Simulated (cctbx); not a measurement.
# Diagnosing a refinement

Cell a = 7.5430 Å, b = 8.3510 Å, c = 13.6190 Å, α = 90.00°, β = 122.92°, γ = 90.00°; space group P2_1/c (no. 14).

The data are simulated with cctbx, not measured: Mo Kα, λ = 0.71073 Å, to d = 0.6 Å, 70 % of the full sphere, strongest reflection 40000 counts, noise from counting, a 2 % proportional error and a noise floor of 8 counts (s.d.); no absorption, and some extinction, which the refinements don't model.

An anisotropic refinement with weights 1/σ² prints:

```text
Rint 0.022, 3443 unique reflections to 0.60 A
cycle     R1     wR2    GooF  max shift (A)
   1  0.1509  0.3494  11.344   0.00197
   3  0.0817  0.2195   7.129   0.00000
final R1 0.0818 wR2 0.2195 GooF 7.129  parameters 42  data/parameter 82.0
atom        x        y        z      Ueq    occ   su(xyz)  su(Uiso or U11)
I1     0.23979  0.68655  0.06722   0.0117  1.000  0.00013  0.0003
I2     0.40118  0.17951  0.07223   0.0120  1.000  0.00012  0.0003
I3     0.90544  0.54232  0.25587   0.0154  1.000  0.00014  0.0003
Ca1    0.30228  0.39821  0.24230   0.0033  1.000  0.00031  0.0007  NPD
Zn1    0.00000  0.50000  0.50000   0.0382  1.000  0.00000  0.0017
difference map: max 18.09 min -11.23 rms 1.11
Q1    0.2650  0.1054  0.7292    4   18.09  0.24 A from Ca1
Q2    0.0000  0.0000  0.0000    2    6.40  0.00 A from Zn1
Q3    0.1110  0.0374  0.2483    4    5.45  0.11 A from I3
Q4    0.2388  0.6868  0.0667    4    5.16  0.01 A from I1
Q5    0.3911  0.1740  0.0623    4    4.39  0.12 A from I2
Q6    0.0912  0.0771  0.0163    4    2.34  0.88 A from Zn1
```

Q: Accept it or mend it, and why?

Mend it. The fault: elements exchanged: Zn1 is Ca and Ca1 is Zn. Against the right model at the same level, R1 goes from 0.0137 to 0.0818 and GooF from 0.95 to 7.13, U of Ca1 shrinks from 0.0183 to 0.0033 Å², U of Zn1 swells from 0.0149 to 0.0382 Å², the top difference peak, 18.1 e/Å³, lies on Ca1, a hole of -11.2 e/Å³ opens and Ca1 goes non-positive-definite. Zn1 has 10 electrons too many and its U swells to shed them, as expected; Ca1 has 10 electrons too few and its U shrinks to make up, as expected.

The compound is CaZn2I6. The right model at the same level gives:

```text
Rint 0.022, 3443 unique reflections to 0.60 A
cycle     R1     wR2    GooF  max shift (A)
   1  0.0642  0.1487   4.827   0.00076
   2  0.0137  0.0292   0.949   0.00000
final R1 0.0137 wR2 0.0292 GooF 0.949  parameters 42  data/parameter 82.0
atom        x        y        z      Ueq    occ   su(xyz)  su(Uiso or U11)
I1     0.23981  0.68661  0.06721   0.0123  1.000  0.00002  0.0000
I2     0.40112  0.17949  0.07221   0.0126  1.000  0.00002  0.0000
I3     0.90519  0.54232  0.25582   0.0159  1.000  0.00002  0.0000
Zn1    0.30233  0.39816  0.24225   0.0183  1.000  0.00004  0.0001
Ca1    0.00000  0.50000  0.50000   0.0149  1.000  0.00000  0.0002
difference map: max 0.95 min -0.83 rms 0.20
Q1    0.0659  0.7108  0.9133    4    1.04  1.78 A from I1
Q2    0.2078  0.0415  0.8497    4    0.85  2.01 A from Zn1
Q3    0.4499  0.1204  0.4888    4    0.82  2.16 A from I2
Q4    0.3074  0.0621  0.9500    4    0.78  1.72 A from I2
Q5    0.3829  0.5810  0.2897    4    0.77  1.64 A from Zn1
Q6    0.3355  0.6295  0.9467    4    0.77  2.18 A from I1
```

The model is made up (kin elements in a known structure type, no relaxation), so it says nothing on whether the phase exists.

[Middle refinement cycles are left out of these outputs.]

[Logs are printed without paths, hosts, clocks, repeated set-up lines and the standing remarks that a program may print on its own settings, such as how far it seeks lower states.]
